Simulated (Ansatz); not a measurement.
# YIn (Pm-3m): phonons along a line and the smearing, part 2 of 2

Does YIn (Pm-3m) have a Kohn anomaly or a soft branch that a wide smearing hides?

Ansatz 0.2.0; DFT PBEsol, scalar-relativistic, plane waves, PAW.

So far. Step 2 (Relaxing cell and atoms): The largest force is now zero by symmetry and the largest stress component 0.011 GPa, small enough for phonons. Step 4 (Phonons along a line: Fermi–Dirac smearing of 0.25 eV): Against step 3 (now smearing width 0.25 eV), the free energy moves by -55.5 meV an atom. The relaxed cell has a = 3.709 Å (conventional setting).

### Step 5. Phonons along a line: Fermi–Dirac smearing of 0.04 eV

Each wavevector is solved by itself, so no interpolation smooths a dip of the branch.

File input.yaml:

```yaml
crystal:
  lattice:
    - [3.7093767951, 0.0, 0.0]
    - [0.0, 3.7093767951, 0.0]
    - [0.0, 0.0, 3.7093767951]
  atoms:
    - { symbol: "Y", position: [0.5, 0.5, 0.5] }
    - { symbol: In, position: [0.0, 0.0, 0.0] }
kpoints:
  mp_grid: { grid: [16, 16, 16] }
hamiltonian:
  xc: pbesol
scf:
  occupations: { method: fermi_dirac, width: 0.04 }
output:
  eigenvalues: true
phonons:
  method: dfpt
  qpoints:
    - [0, 0, 0]
    - [0.0, 0.0625, 0.0]
    - [0.0, 0.1875, 0.0]
    - [0.0, 0.3125, 0.0]
    - [0.0, 0.4375, 0.0]
```

Narrower smearing comes nearer the zero-temperature value but asks more of the mesh.

Command:

```
> ansatz run input.yaml --threads 4 --pin off --max-ram 8192MiB --backend cpu --events-out ev --progress --plain --runs-dir out
```

Numbers of over 12 decimals in the logs are rounded to 6 here.

The program printed:

```text
[...]
Crystal: 2 atoms, lattice volume = 51.039 Å³
Basis set: ecut = 420 eV, 1021 PW (Γ), exchange–correlation on 50×50×50 points (8 copies of the dense FFT grid, shifted against one another)
Bands: 16, of which v1, the nominal top of the filled ones, is band 12 counted from 1 (11 counted from 0)
Symmetry: 48 space group operations
k-points: 165 of 4096
[...]
SCF iter   1: F=—  HF=-9321.605864 eV  |F-HF|=—  |Δ(HF+E_count)|=         —  Δρ=3.46e-3  dr2=9.85e-3  ethr=1.77e-3  ⟨swp⟩=6.0  Hψ=13156  notcnv=0
[...]
SCF iter   8: F=-9321.601274 eV  HF=-9321.601274 eV  |F-HF|=3.64e-12  |Δ(HF+E_count)|=  5.09e-11  Δρ=7.22e-8  dr2=1.53e-12  ethr=1.00e-12  ⟨swp⟩=5.3  Hψ=11243  notcnv=0
SCF 1 converged in 8 iterations: F = -9321.601274 eV  dr2 = 1.53e-12
[...]
SCF converged after 8 iterations
Free energy (F): -9321.601274 eV
[...]
Internal energy: -9321.596141 eV  (E = F + TS)
E sigma→0 (E₀):  -9321.598707 eV
Entropy (-TS):   -0.005133 eV (-2.566 meV/atom)
Fermi energy:    11.636511 eV
[...]
--- Band table (eV; the first three rows and the last of 165) ---
  k-point 0: bands = [... 8 lower, -2.6840, 3.4064, 11.2604, 11.2604, 14.7003, 14.7003, 14.7003, 15.2328]
  k-point 1: bands = [... 8 lower, -2.6837, 3.4588, 11.2119, 11.2749, 14.3407, 14.3407, 14.5313, 15.2343]
  k-point 2: bands = [... 8 lower, -2.6827, 3.6147, 11.0139, 11.3169, 13.8461, 13.8461, 14.2445, 15.2385]
  k-point 164: bands = [... 8 lower, -2.5494, 9.0110, 9.0110, 9.0110, 9.1280, 15.5312, 15.5312, 15.5312]
[...]
ASR residual: 7.545e-5 → 0.000e0 eV/Å²; symmetrization residual: 7.109e-7 eV/Å²
  ASR residual per site (eV/Å²): 7.55e-5 2.66e-5
  Γ frequencies (cm⁻¹): 0.00 0.00 0.00 132.12 132.12 132.12
[...]
--- Phonons (arbitrary-q DFPT): 5 explicit q-points ---
[...]
```

Elapsed: 9.6 min, on 4 threads of Arm Neoverse N1, shared host; peak memory 2.6 GiB.

Each wavevector solved by linear response. Frequency against |q| along the line:

| \|q\| along the line (Å⁻¹) | mode 1 = mode 2 (cm⁻¹) | mode 3 (cm⁻¹) | mode 4 = mode 5 (cm⁻¹) | mode 6 (cm⁻¹) |
| --- | --- | --- | --- | --- |
| 0.000 | 0 | 0 | 132 | 132 |
| 0.106 | 15.6 | 18.5 | 132 | 134 |
| 0.318 | 45.4 | 53.1 | 128 | 142 |
| 0.529 | 70.5 | 85.6 | 121 | 151 |
| 0.741 | 86.9 | 110 | 111 | 154 |

Against step 3 (now smearing width 0.04 eV), the free energy moves by +7.1 meV an atom.

### Step 6. Phonons along a line: Methfessel–Paxton smearing of 0.2 eV

The smearing blurs the Fermi surface that screens the phonons; a Methfessel–Paxton width blurs it less than a thermal one.

Changes to input.yaml since step 5:

```diff
@@ -13,3 +13,3 @@
 scf:
-  occupations: { method: fermi_dirac, width: 0.04 }
+  occupations: { method: methfessel_paxton, width: 0.2 }
 output:
```

The program printed:

```text
[...]
Crystal: 2 atoms, lattice volume = 51.039 Å³
Basis set: ecut = 420 eV, 1021 PW (Γ), exchange–correlation on 50×50×50 points (8 copies of the dense FFT grid, shifted against one another)
Bands: 16, of which v1, the nominal top of the filled ones, is band 12 counted from 1 (11 counted from 0)
Symmetry: 48 space group operations
k-points: 165 of 4096
[...]
SCF iter   1: F=—  HF=-9321.603329 eV  |F-HF|=—  |Δ(HF+E_count)|=         —  Δρ=3.47e-3  dr2=9.92e-3  ethr=1.77e-3  ⟨swp⟩=5.4  Hψ=12564  notcnv=0
[...]
SCF iter   8: F=-9321.598527 eV  HF=-9321.598527 eV  |F-HF|=3.64e-12  |Δ(HF+E_count)|=  5.28e-11  S|Δr|=    0.00e0  Δρ=7.07e-8  dr2=1.50e-12  ethr=1.00e-12  ⟨swp⟩=5.5  Hψ=11374  notcnv=0
SCF 1 converged in 8 iterations: F = -9321.598527 eV  dr2 = 1.50e-12
[...]
SCF converged after 8 iterations
Stability not checked: this state was not tested for a lower state beside it, because cold or Methfessel-Paxton smearing, or corrected tetrahedra, fill the levels in a way that the test cannot read (fill_not_monotonic; see scf.lower_state_search)
Free energy (F): -9321.598527 eV
[...]
Internal energy: -9321.598905 eV  (E = F + TS)
E sigma→0 (E₀):  -9321.598621 eV
Entropy (-TS):   0.000379 eV (0.189 meV/atom)
Fermi energy:    11.630022 eV
[...]
--- Band table (eV; the first three rows and the last of 165) ---
  k-point 0: bands = [... 8 lower, -2.6830, 3.4066, 11.2599, 11.2599, 14.7006, 14.7006, 14.7006, 15.2321]
  k-point 1: bands = [... 8 lower, -2.6827, 3.4591, 11.2115, 11.2744, 14.3406, 14.3406, 14.5315, 15.2335]
  k-point 2: bands = [... 8 lower, -2.6817, 3.6149, 11.0136, 11.3164, 13.8459, 13.8459, 14.2446, 15.2377]
  k-point 164: bands = [... 8 lower, -2.5484, 9.0110, 9.0110, 9.0110, 9.1286, 15.5310, 15.5310, 15.5310]
[...]
ASR residual: 2.472e-5 → 0.000e0 eV/Å²; symmetrization residual: 7.518e-7 eV/Å²
  ASR residual per site (eV/Å²): 3.41e-6 2.47e-5
  Γ frequencies (cm⁻¹): 0.00 0.00 0.00 132.00 132.00 132.00
[...]
--- Phonons (arbitrary-q DFPT): 5 explicit q-points ---
[...]
```

The job ended after 10 min (4 threads; peak memory 2.6 GiB; 40 min of CPU time).

Each wavevector solved by linear response. The frequency by |q| along the line:

| \|q\| along the line (Å⁻¹) | mode 1 = mode 2 (cm⁻¹) | mode 3 (cm⁻¹) | mode 4 = mode 5 (cm⁻¹) | mode 6 (cm⁻¹) |
| --- | --- | --- | --- | --- |
| 0.000 | 0 | 0 | 132 | 132 |
| 0.106 | 15.5 | 18.5 | 132 | 134 |
| 0.318 | 45.4 | 53.4 | 128 | 143 |
| 0.529 | 70.7 | 85.5 | 121 | 151 |
| 0.741 | 86.9 | 110 | 111 | 153 |

Against step 3 (now occupations Methfessel-Paxton and smearing width 0.2 eV), the free energy moves by +8.5 meV an atom.

### Step 7. The lowest branch at each setting

Lowest frequency against |q| along the line:

| \|q\| along the line (Å⁻¹) | fermi dirac 0.1 eV, k 16x16x16 (cm⁻¹) | fermi dirac 0.25 eV, k 16x16x16 (cm⁻¹) | fermi dirac 0.04 eV, k 16x16x16 (cm⁻¹) | methfessel paxton 0.2 eV, k 16x16x16 (cm⁻¹) |
| --- | --- | --- | --- | --- |
| 0.000 | 0 | 0 | 0 | 0 |
| 0.106 | 15.3 | 14.4 | 15.6 | 15.5 |
| 0.318 | 45.0 | 42.6 | 45.4 | 45.4 |
| 0.529 | 70.2 | 67.8 | 70.5 | 70.7 |
| 0.741 | 87.0 | 87.1 | 86.9 | 86.9 |

### Step 8. What came out

```
phonon run of the rows without a label of their own              : PBEsol, k 16×16×16
lowest branch at the last solved point, Fermi–Dirac 0.1 eV       : 87.0 cm⁻¹ at |q| = 0.741 Å⁻¹
lowest branch at the last solved point, Fermi–Dirac 0.25 eV      : 87.1 cm⁻¹ at |q| = 0.741 Å⁻¹
lowest branch at the last solved point, Fermi–Dirac 0.04 eV      : 86.9 cm⁻¹ at |q| = 0.741 Å⁻¹
lowest branch at the last solved point, Methfessel–Paxton 0.2 eV : 86.9 cm⁻¹ at |q| = 0.741 Å⁻¹
```

In words: No branch softens by more than 4 % of the top frequency as the smearing narrows, so no anomaly that hangs on the smearing shows at these points. The line holds 5 wavevectors, so a narrow dip between them would be missed. Between Fermi–Dirac 0.25 eV and Fermi–Dirac 0.04 eV the largest change, with modes counted by rank of frequency, is in mode 6 at |q| = 0.741 Å⁻¹, from 147 to 154 cm⁻¹. Where branches cross, a count by rank can hide a softening. At the narrowest width the k mesh may not resolve the Fermi surface, so part of the change can be mesh noise.

[Logs are printed without paths, hosts, clocks, repeated set-up lines and the standing remarks that a program may print on its own settings, such as how far it seeks lower states.]

[Hosts, paths, dates, database ids (printed as entryN), source tags and the programs' standing remarks are cut or masked in the printed files.]
